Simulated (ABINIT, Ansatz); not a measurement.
# Quasiparticle gap of CsTlF3 (Fm-3m) in ABINIT, part 2 of 3

How does a plane-wave GW calculation on CsTlF3 (Fm-3m) run from the first input to the gap?

ABINIT 10.8.3; LDA and many-body steps on it, plane waves. Known limits of the many-body steps: not at the basis limit; no spin-orbit coupling; coarse k mesh.

So far. Step 2 (Ground state): The gap is indirect, with the least direct gap 0.53 eV higher.

### 3. Bands along the symmetry lines

Level of this step: DFT, LDA, plane waves, norm-conserving pseudopotentials (ABINIT).

Levels along a band path, at the cheap level, show where the edges lie and whether the meshes to come will hold them.

File run.abi:

```
acell 3*1.0 Angstrom
rprim 
  -0.000000000000 4.779973250000 4.779973250000
  4.779973250000 -0.000000000000 4.779973250000
  4.779973250000 4.779973250000 0.000000000000
ntypat 3
znucl 55 81 9
natom 10
typat 1 1 2 2 3 3 3 3 3 3
xred 
  0.750000000000 0.750000000000 0.750000000000
  0.250000000000 0.250000000000 0.250000000000
  0.500000000000 0.500000000000 0.500000000000
  0.000000000000 0.000000000000 0.000000000000
  0.772340010000 0.227659990000 0.227659990000
  0.227659990000 0.227659990000 0.772340010000
  0.227659990000 0.772340010000 0.772340010000
  0.227659990000 0.772340010000 0.227659990000
  0.772340010000 0.227659990000 0.772340010000
  0.772340010000 0.772340010000 0.227659990000
pp_dirpath "pseudos"
pseudos "Cs.upf, Tl.upf, F.upf"
ecut 36
iscf -2
irdden 1
kptopt 0
nkpt 20
kpt 
  0.00000000 0.00000000 0.00000000
  0.16666667 0.00000000 0.16666667
  0.33333333 0.00000000 0.33333333
  0.50000000 0.00000000 0.50000000
  0.54166667 0.08333333 0.54166667
  0.58333333 0.16666667 0.58333333
  0.62500000 0.25000000 0.62500000
  0.37500000 0.37500000 0.75000000
  0.25000000 0.25000000 0.50000000
  0.12500000 0.12500000 0.25000000
  0.00000000 0.00000000 0.00000000
  0.16666667 0.16666667 0.16666667
  0.33333333 0.33333333 0.33333333
  0.50000000 0.50000000 0.50000000
  0.50000000 0.41666667 0.58333333
  0.50000000 0.33333333 0.66666667
  0.50000000 0.25000000 0.75000000
  0.50000000 0.16666667 0.66666667
  0.50000000 0.08333333 0.58333333
  0.50000000 0.00000000 0.50000000
istwfk *1
nband 58
nbdbuf 2
tolwfr 1e-08
nstep 40
prtwf 0
prtvol 0
indata_prefix "in"
outdata_prefix "out"
tmpdata_prefix "tmp"
```

Launch:

```sh
> OMP_NUM_THREADS=1 mpirun -n 4 abinit run.abi > log
```

Numbers of over 12 decimals in the logs are rounded to 6 here.

What it wrote:

```text
.Version 10.8.3 of ABINIT. v10.8.2 released Aug 2026.

 Symmetries : space group Fm -3 m (#225); Bravais cF (face-center cubic)
[... echo of the input left out ...]
== DATASET  1 ==================================================================
-   mpi_nproc: 4, omp_nthreads: 1 (-1 if OMP is not activated)

--- !DatasetInfo
iteration_state: {dtset: 1, }
dimensions: {natom: 10, nkpt: 20, mband: 58, nsppol: 1, nspinor: 1, nspden: 1, mpw: 15284, }
cutoff_energies: {ecut:  36.0, pawecutdg:  -1.0, }
electrons: {nelect:   1.02000000E+02, charge:   0.00000000E+00, occopt:   1.00000000E+00, tsmear:   1.00000000E-02, }

 Real(R)+Recip(G) space primitive vectors, cartesian coordinates (Bohr,Bohr^-1):
 R(1)=  0.0000000  9.0328403  9.0328403  G(1)= -0.0553536  0.0553536  0.0553536
 R(2)=  9.0328403  0.0000000  9.0328403  G(2)=  0.0553536 -0.0553536  0.0553536
 R(3)=  9.0328403  9.0328403  0.0000000  G(3)=  0.0553536  0.0553536 -0.0553536
 Unit cell volume ucvol=  1.4740187E+03 bohr^3
 Angles (23,13,12)=  6.00000000E+01  6.00000000E+01  6.00000000E+01 degrees

 getcut: wavevector=  0.0000  0.0000  0.0000  ngfft=  72  72  72
         ecut(hartree)=     36.000   => boxcut(ratio)=   2.08678

--- Pseudopotential description ------------------------------------------------
- Cs Generated using ONCVPSP code by D. R. Hamann
- 55.00000   9.00000  201201                  znucl, zion, pspdat
12 -1012 3 -1 2328                            pspcod,pspxc,lmax,lloc,mmax
     nproj     2     2     2     2
  pspatm : epsatm=   21.68725381
         --- l  ekb(1:nproj) -->
             0    6.247599    0.778427
             1    6.343167    0.797067
             2    3.778962    0.917083
[...]
pspatm: atomic psp has been read  and splines computed

- Tl Generated using ONCVPSP code by D. R. Hamann
- 81.00000  21.00000  180309                  znucl, zion, pspdat
12 -1012 2 -1 1936                            pspcod,pspxc,lmax,lloc,mmax
     nproj     2     2     2     0
  pspatm : epsatm=   25.97486215
         --- l  ekb(1:nproj) -->
[...]
pspatm: atomic psp has been read  and splines computed

- F Generated using ONCVPSP code by D. R. Hamann
-  9.00000   7.00000  201202                  znucl, zion, pspdat
12 -1012 2 -1 824                             pspcod,pspxc,lmax,lloc,mmax
     nproj     2     2     1     0
  pspatm : epsatm=    4.94580260
         --- l  ekb(1:nproj) -->
[...]
2   -2.364936
 pspatm: atomic psp has been read  and splines computed

--------------------------------------------------------------------------------

================================================================================
 prteigrs : about to open file out_EIG
 Non-SCF case, kpt    1 (  0.00000  0.00000  0.00000), residuals and eigenvalues=
  6.46E-09  8.59E-09  2.08E-09  2.33E-09  5.23E-09  1.98E-09  2.40E-09  4.45E-09
[...]
-1.5396E-02 -1.5396E-02 -1.2557E-02 -1.2557E-02 -5.5255E-03 -5.5255E-03
 -1.0401E-03  1.4754E-02  8.3015E-02  1.8474E-01  2.5556E-01  2.9095E-01
[...]
--- !ResultsGS
iteration_state: {dtset: 1, }
comment   : Summary of ground state results
lattice_vectors:
- [ -0.0000000,   9.0328403,   9.0328403, ]
- [  9.0328403,  -0.0000000,   9.0328403, ]
- [  9.0328403,   9.0328403,   0.0000000, ]
lattice_lengths: [  12.77437,   12.77437,   12.77437, ]
lattice_angles: [ 60.000,  60.000,  60.000, ] # degrees, (23, 13, 12)
lattice_volume:   1.4740187E+03
convergence: {deltae:  0.000E+00, res2:  0.000E+00, residm:  9.981E-09, diffor:  0.000E+00, }
etotal    :  -5.77799733E+02
entropy   :   0.00000000E+00
fermie    :   8.30144395E-02
cartesian_stress_tensor: null
pressure_GPa: null
xred      :
- [  7.5000E-01,   7.5000E-01,   7.5000E-01, Cs]
- [  2.5000E-01,   2.5000E-01,   2.5000E-01, Cs]
- [  5.0000E-01,   5.0000E-01,   5.0000E-01, Tl]
- [  0.0000E+00,   0.0000E+00,   0.0000E+00, Tl]
- [  7.7234E-01,   2.2766E-01,   2.2766E-01,  F]
- [  2.2766E-01,   2.2766E-01,   7.7234E-01,  F]
- [  2.2766E-01,   7.7234E-01,   7.7234E-01,  F]
- [  2.2766E-01,   7.7234E-01,   2.2766E-01,  F]
- [  7.7234E-01,   2.2766E-01,   7.7234E-01,  F]
- [  7.7234E-01,   7.7234E-01,   2.2766E-01,  F]
cartesian_forces: null
force_length_stats: {min: null, max: null, mean: null, }

 Integrated electronic density in atomic spheres:
 ------------------------------------------------
 Atom  Sphere_radius  Integrated_density
[...]
================================================================================

 ----iterations are completed or convergence reached----

 Mean square residual over all n,k,spin=   63.625E-10; max=  99.812E-10
 reduced coordinates (array xred) for   10 atoms
[...]
0.772340010000      0.227659990000      0.772340010000
       0.772340010000      0.772340010000      0.227659990000

 cartesian coordinates (angstrom) at end:
[...]
9      4.779973     7.383529     4.779973
   10      4.779973     4.779973     7.383529
 length scales=  1.889726125908  1.889726125908  1.889726125908 bohr
              =  1.000000000000  1.000000000000  1.000000000000 angstroms
 prteigrs : about to open file out_EIG
 Eigenvalues (hartree) for nkpt=  20  k points:
 kpt#   1, nband= 58, wtk=  1.00000, kpt=  0.0000  0.0000  0.0000 (reduced coord)
[...]
kpt#   2, nband= 58, wtk=  1.00000, kpt=  0.1667  0.0000  0.1667 (reduced coord)
[...]
kpt#   3, nband= 58, wtk=  1.00000, kpt=  0.3333  0.0000  0.3333 (reduced coord)
[...]
kpt#  19, nband= 58, wtk=  1.00000, kpt=  0.5000  0.0833  0.5833 (reduced coord)
[...]
0.33198    0.36472
 kpt#  20, nband= 58, wtk=  1.00000, kpt=  0.5000  0.0000  0.5000 (reduced coord)
[...]
-0.01570   -0.01570   -0.01540   -0.01540   -0.01256   -0.01256   -0.00553   -0.00553
  -0.00104    0.01475    0.08301    0.18474    0.25556    0.29095    0.29095    0.32178
   0.33061    0.36224

== END DATASET(S) ==============================================================
================================================================================

 -outvars: echo values of variables after computation  --------
            nband          58
             nkpt          20
          spgroup         225
 [... the other variables as echoed above ...]

 Calculation completed.
```

Run time: 3 min. Hardware: 4 MPI ranks of Intel Xeon Platinum 8488C (Sapphire Rapids), shared host; peak memory 0.73 GiB.

This step gave:

* gap: 2.044 eV
* k of the valence top: 0.5, 0, 0.5
* k of the conduction bottom: 0.5, 0.5, 0.5
* least direct gap: 2.579 eV

The gap is 2.044 eV, as in the run before at this level.

The electronic bands at the labelled points (eV, zero at the top of the highest filled band):

| point | band 48 | band 49 | band 50 | band 51 | band 52 | band 53 | band 54 | band 55 |
| --- | --- | --- | --- | --- | --- | --- | --- | --- |
| Γ | -2.28 | -2.28 | -1.86 | -1.86 | 3.29 | 4.64 | 4.64 | 4.64 |
| X | -2.41 | -2.29 | -1.86 | 0.00 | 2.77 | 4.70 | 5.66 | 5.66 |
| U | -2.39 | -2.34 | -2.04 | -0.09 | 2.51 | 4.91 | 5.57 | 5.73 |
| jump to K | -2.39 | -2.34 | -2.04 | -0.09 | 2.51 | 4.91 | 5.57 | 5.73 |
| Γ | -2.28 | -2.28 | -1.86 | -1.86 | 3.29 | 4.64 | 4.64 | 4.64 |
| L | -2.36 | -2.21 | -2.21 | -0.69 | 2.04 | 5.57 | 5.57 | 5.98 |
| W | -2.36 | -2.36 | -2.15 | -0.05 | 2.53 | 5.12 | 5.12 | 5.89 |
| X | -2.41 | -2.29 | -1.86 | 0.00 | 2.77 | 4.70 | 5.66 | 5.66 |

### 4. Empty states on the mesh, 2×2×2 mesh, 479 bands

The sums over transitions need many empty states on a uniform mesh; this step solves for them.

File run.abi:

```
acell 3*1.0 Angstrom
rprim 
  -0.000000000000 4.779973250000 4.779973250000
  4.779973250000 -0.000000000000 4.779973250000
  4.779973250000 4.779973250000 0.000000000000
ntypat 3
znucl 55 81 9
natom 10
typat 1 1 2 2 3 3 3 3 3 3
xred 
  0.750000000000 0.750000000000 0.750000000000
  0.250000000000 0.250000000000 0.250000000000
  0.500000000000 0.500000000000 0.500000000000
  0.000000000000 0.000000000000 0.000000000000
  0.772340010000 0.227659990000 0.227659990000
  0.227659990000 0.227659990000 0.772340010000
  0.227659990000 0.772340010000 0.772340010000
  0.227659990000 0.772340010000 0.227659990000
  0.772340010000 0.227659990000 0.772340010000
  0.772340010000 0.772340010000 0.227659990000
pp_dirpath "pseudos"
pseudos "Cs.upf, Tl.upf, F.upf"
ecut 36
ngkpt 2 2 2
nshiftk 1
shiftk 0 0 0
kptopt 1
chksymbreak 0
iscf -2
irdden 1
istwfk *1
nband 479
nbdbuf 42
tolwfr 1e-09
nstep 60
prtvol 0
indata_prefix "in"
outdata_prefix "out"
tmpdata_prefix "tmp"
```

Launch:

```sh
> OMP_NUM_THREADS=1 mpirun -n 3 abinit run.abi > log
```

What it wrote:

```text
.Version 10.8.3 of ABINIT. v10.8.2 released Aug 2026.

 Symmetries : space group Fm -3 m (#225); Bravais cF (face-center cubic)
[... echo of the input left out ...]
== DATASET  1 ==================================================================
-   mpi_nproc: 3, omp_nthreads: 1 (-1 if OMP is not activated)

--- !DatasetInfo
iteration_state: {dtset: 1, }
dimensions: {natom: 10, nkpt: 3, mband: 479, nsppol: 1, nspinor: 1, nspden: 1, mpw: 15284, }
cutoff_energies: {ecut:  36.0, pawecutdg:  -1.0, }
electrons: {nelect:   1.02000000E+02, charge:   0.00000000E+00, occopt:   1.00000000E+00, tsmear:   1.00000000E-02, }

 Real(R)+Recip(G) space primitive vectors, cartesian coordinates (Bohr,Bohr^-1):
 R(1)=  0.0000000  9.0328403  9.0328403  G(1)= -0.0553536  0.0553536  0.0553536
 R(2)=  9.0328403  0.0000000  9.0328403  G(2)=  0.0553536 -0.0553536  0.0553536
 R(3)=  9.0328403  9.0328403  0.0000000  G(3)=  0.0553536  0.0553536 -0.0553536
 Unit cell volume ucvol=  1.4740187E+03 bohr^3
 Angles (23,13,12)=  6.00000000E+01  6.00000000E+01  6.00000000E+01 degrees

 getcut: wavevector=  0.0000  0.0000  0.0000  ngfft=  72  72  72
         ecut(hartree)=     36.000   => boxcut(ratio)=   2.08678

--- Pseudopotential description ------------------------------------------------
- Cs Generated using ONCVPSP code by D. R. Hamann
- 55.00000   9.00000  201201                  znucl, zion, pspdat
12 -1012 3 -1 2328                            pspcod,pspxc,lmax,lloc,mmax
     nproj     2     2     2     2
  pspatm : epsatm=   21.68725381
         --- l  ekb(1:nproj) -->
             0    6.247599    0.778427
             1    6.343167    0.797067
             2    3.778962    0.917083
[...]
pspatm: atomic psp has been read  and splines computed

- Tl Generated using ONCVPSP code by D. R. Hamann
- 81.00000  21.00000  180309                  znucl, zion, pspdat
12 -1012 2 -1 1936                            pspcod,pspxc,lmax,lloc,mmax
     nproj     2     2     2     0
  pspatm : epsatm=   25.97486215
         --- l  ekb(1:nproj) -->
[...]
pspatm: atomic psp has been read  and splines computed

- F Generated using ONCVPSP code by D. R. Hamann
-  9.00000   7.00000  201202                  znucl, zion, pspdat
12 -1012 2 -1 824                             pspcod,pspxc,lmax,lloc,mmax
     nproj     2     2     1     0
  pspatm : epsatm=    4.94580260
         --- l  ekb(1:nproj) -->
[...]
2   -2.364936
 pspatm: atomic psp has been read  and splines computed

--------------------------------------------------------------------------------

================================================================================
 prteigrs : about to open file out_EIG
 Non-SCF case, kpt    1 (  0.00000  0.00000  0.00000), residuals and eigenvalues=
  7.87E-10  5.38E-10  1.89E-10  2.11E-10  2.30E-10  1.85E-10  2.27E-10  9.12E-10
[...]
-2.4655E+00 -2.4655E+00 -6.9952E-01 -6.8918E-01 -6.8918E-01 -6.8776E-01
 -6.8776E-01 -6.8776E-01 -6.4065E-01 -6.4016E-01 -2.7628E-01 -2.7628E-01
[...]
3.1385E+00  3.1630E+00  3.1631E+00  3.1640E+00  3.1673E+00  3.1678E+00
  3.1686E+00  3.1712E+00  3.1713E+00  3.1716E+00  3.1727E+00  3.1745E+00
  3.1806E+00  3.1813E+00  3.1825E+00  3.1895E+00  3.2074E+00
 prteigrs : prtvol=0 or 1, do not print more k-points.

--- !ResultsGS
iteration_state: {dtset: 1, }
comment   : Summary of ground state results
lattice_vectors:
- [ -0.0000000,   9.0328403,   9.0328403, ]
- [  9.0328403,  -0.0000000,   9.0328403, ]
- [  9.0328403,   9.0328403,   0.0000000, ]
lattice_lengths: [  12.77437,   12.77437,   12.77437, ]
lattice_angles: [ 60.000,  60.000,  60.000, ] # degrees, (23, 13, 12)
lattice_volume:   1.4740187E+03
convergence: {deltae:  0.000E+00, res2:  0.000E+00, residm:  9.997E-10, diffor:  0.000E+00, }
etotal    :  -5.77799733E+02
entropy   :   0.00000000E+00
fermie    :   8.30144395E-02
cartesian_stress_tensor: null
pressure_GPa: null
xred      :
- [  7.5000E-01,   7.5000E-01,   7.5000E-01, Cs]
- [  2.5000E-01,   2.5000E-01,   2.5000E-01, Cs]
- [  5.0000E-01,   5.0000E-01,   5.0000E-01, Tl]
- [  0.0000E+00,   0.0000E+00,   0.0000E+00, Tl]
- [  7.7234E-01,   2.2766E-01,   2.2766E-01,  F]
- [  2.2766E-01,   2.2766E-01,   7.7234E-01,  F]
- [  2.2766E-01,   7.7234E-01,   7.7234E-01,  F]
- [  2.2766E-01,   7.7234E-01,   2.2766E-01,  F]
- [  7.7234E-01,   2.2766E-01,   7.7234E-01,  F]
- [  7.7234E-01,   7.7234E-01,   2.2766E-01,  F]
cartesian_forces: null
force_length_stats: {min: null, max: null, mean: null, }

 Integrated electronic density in atomic spheres:
 ------------------------------------------------
 Atom  Sphere_radius  Integrated_density
[...]
================================================================================

 ----iterations are completed or convergence reached----

 Mean square residual over all n,k,spin=   35.766E-11; max=  99.974E-11
 reduced coordinates (array xred) for   10 atoms
[...]
0.772340010000      0.227659990000      0.772340010000
       0.772340010000      0.772340010000      0.227659990000

 cartesian coordinates (angstrom) at end:
    1      7.169960     7.169960     7.169960
    2      2.389987     2.389987     2.389987
    3      4.779973     4.779973     4.779973
[...]
9      4.779973     7.383529     4.779973
   10      4.779973     4.779973     7.383529
 length scales=  1.889726125908  1.889726125908  1.889726125908 bohr
              =  1.000000000000  1.000000000000  1.000000000000 angstroms
 prteigrs : about to open file out_EIG
 Eigenvalues (hartree) for nkpt=   3  k points:
 kpt#   1, nband=479, wtk=  0.12500, kpt=  0.0000  0.0000  0.0000 (reduced coord)
[...]
3.09647    3.09647    3.12976    3.12980    3.13831    3.13833    3.13851    3.16303
   3.16312    3.16396    3.16732    3.16784    3.16861    3.17116    3.17127    3.17156
   3.17274    3.17450    3.18062    3.18131    3.18247    3.18948    3.20741
 prteigrs : prtvol=0 or 1, do not print more k-points.

== END DATASET(S) ==============================================================
================================================================================

 -outvars: echo values of variables after computation  --------
            nband         479
             nkpt           3
          spgroup         225
 [... the other variables as echoed above ...]

 Calculation completed.
```

Elapsed: 13 min, on 3 MPI ranks; peak memory 0.9 GiB.

Numbers from this step:

```
gap                                                           : 2.044 eV
k of the valence top                                          : 0.5, 0.5, 0
k of the conduction bottom                                    : 0.5, 0, 0
least direct gap                                              : 2.735 eV
k points computed                                             : 3
lowest point of the top converged band, above the valence top : 77.8167 eV
```

On this mesh the gap is 2.044 eV.

### 5. Screening, 2×2×2 mesh, 437 bands, screening to 217.7 eV

The RPA dielectric matrix is built and inverted for each q.

This step: RPA screening on LDA, plane waves, norm-conserving pseudopotentials.

run.abi: that of step 4 with these lines changed.

```diff
@@ -28,10 +28,11 @@
 chksymbreak 0
-iscf -2
-irdden 1
 istwfk *1
-nband 479
-nbdbuf 42
-tolwfr 1e-09
-nstep 60
-prtvol 0
+occopt 1
+irdwfk 1
+optdriver 3
+nband 437
+ecuteps 8
+inclvkb 2
+awtr 1
+symchi 1
 indata_prefix "in"
```

Launch:

```sh
> OMP_NUM_THREADS=1 mpirun -n 4 abinit run.abi > log
```

What it wrote:

```text
.Version 10.8.3 of ABINIT. v10.8.2 released Aug 2026.

 Symmetries : space group Fm -3 m (#225); Bravais cF (face-center cubic)
[... echo of the input left out ...]
== DATASET  1 ==================================================================
-   mpi_nproc: 4, omp_nthreads: 1 (-1 if OMP is not activated)

--- !DatasetInfo
iteration_state: {dtset: 1, }
dimensions: {natom: 10, nkpt: 3, mband: 437, nsppol: 1, nspinor: 1, nspden: 1, mpw: 15284, }
cutoff_energies: {ecut:  36.0, pawecutdg:  -1.0, }
electrons: {nelect:   1.02000000E+02, charge:   0.00000000E+00, occopt:   1.00000000E+00, tsmear:   1.00000000E-02, }

 SCREENING: Calculation of the susceptibility and dielectric matrices

 Based on a program developped by R.W. Godby, V. Olevano, G. Onida, and L. Reining.
 Incorporated in ABINIT by V. Olevano, G.-M. Rignanese, and M. Torrent.
.Using double precision arithmetic ; gwpc =  8

[... cell and pseudopotentials left out ...]
--------------------------------------------------------------------------------

 ==== K-mesh for the wavefunctions ====
 Number of points in the irreducible wedge :     3
[... list of points left out ...]
 Together with 48 symmetry operations and time-reversal symmetry
 yields     8 points in the full Brillouin Zone.

 ==== Q-mesh for the screening function ====
 Number of points in the irreducible wedge :     3
[... list of points left out ...]
 Together with 48 symmetry operations and time-reversal symmetry
 yields     8 points in the full Brillouin Zone.

 setmesh: FFT mesh size selected  =    54x   54x   54
          total number of points  =       157464

 vcoul_init : cutoff-mode = AUXILIARY_FUNCTION
 q-points for optical limit:   1
     1)      0.000010    0.000020    0.000030

- screening: taking advantage of time-reversal symmetry
- Maximum band index for partially occupied states nbvw = 51
- Remaining bands to be divided among processors   nbcw = 386
- Number of bands treated by each node ~96

 Number of electrons calculated from density =  102.0000; Expected =  102.0000
 average of density, n =  0.069199
 r_s =    1.5110
 omega_plasma =   25.3749 [eV]

 calculating chi0 at frequencies [eV] :
  1    0.000000E+00    0.000000E+00
  2    0.000000E+00    2.537489E+01

--------------------------------------------------------------------------------
  q-point number  1        q = ( 0.000000, 0.000000, 0.000000) [r.l.u.]
--------------------------------------------------------------------------------
[... chi0 elements left out ...]
 For q-point:  0.000010 0.000020 0.000030
  dielectric constant =   3.3396
  dielectric constant without local fields =   3.8239

  Average fulfillment of the sum rule on Im[epsilon] for q-point    1 :     70.40  [%]
[... wings left out ...]
  q-point number  2        q = ( 0.500000, 0.000000, 0.000000) [r.l.u.]
--------------------------------------------------------------------------------
[... chi0 elements left out ...]
  Average fulfillment of the sum rule on Im[epsilon] for q-point    2 :     74.48  [%]

 [... 1 further q-points ...]
```

Run time: 17 min. Hardware: 4 MPI ranks; peak memory 6.7 GiB.

This step gave:

```
ε∞ with local fields, on this mesh, along the program's q direction : 3.340
the same without local fields                                       : 3.824
plasma frequency                                                    : 25.37 eV
plane waves in the screening matrix                                 : 1639
```

Local fields lower ε∞ by 13 %. On a Γ-centred mesh this coarse the value itself is usually too large, while a short band sum pulls it down.

(Part 2 of 3 ends here.)

[Paths, hosts, dates, memory and timing lines, banners, echoed tables and standing remarks are left out of the program output.]

[Logs are printed without paths, hosts, clocks, repeated set-up lines and the standing remarks that a program may print on its own settings, such as how far it seeks lower states.]

[Runs of the session that timed out or met a known fault of the program may be left out.]

[Hosts, paths, dates, database ids (printed as entryN), source tags and the programs' standing remarks are cut or masked in the printed files.]

[G0W0 gaps are taken among the corrected bands and points alone; a level outside them can change the order at an edge.]

[Where Ansatz stands beside ABINIT at settings called matched, ABINIT's density can come from a denser mesh and the files from another edition; pairs whose starting gaps differed by over 0.03 eV were left out, so agreement reads better than it is.]
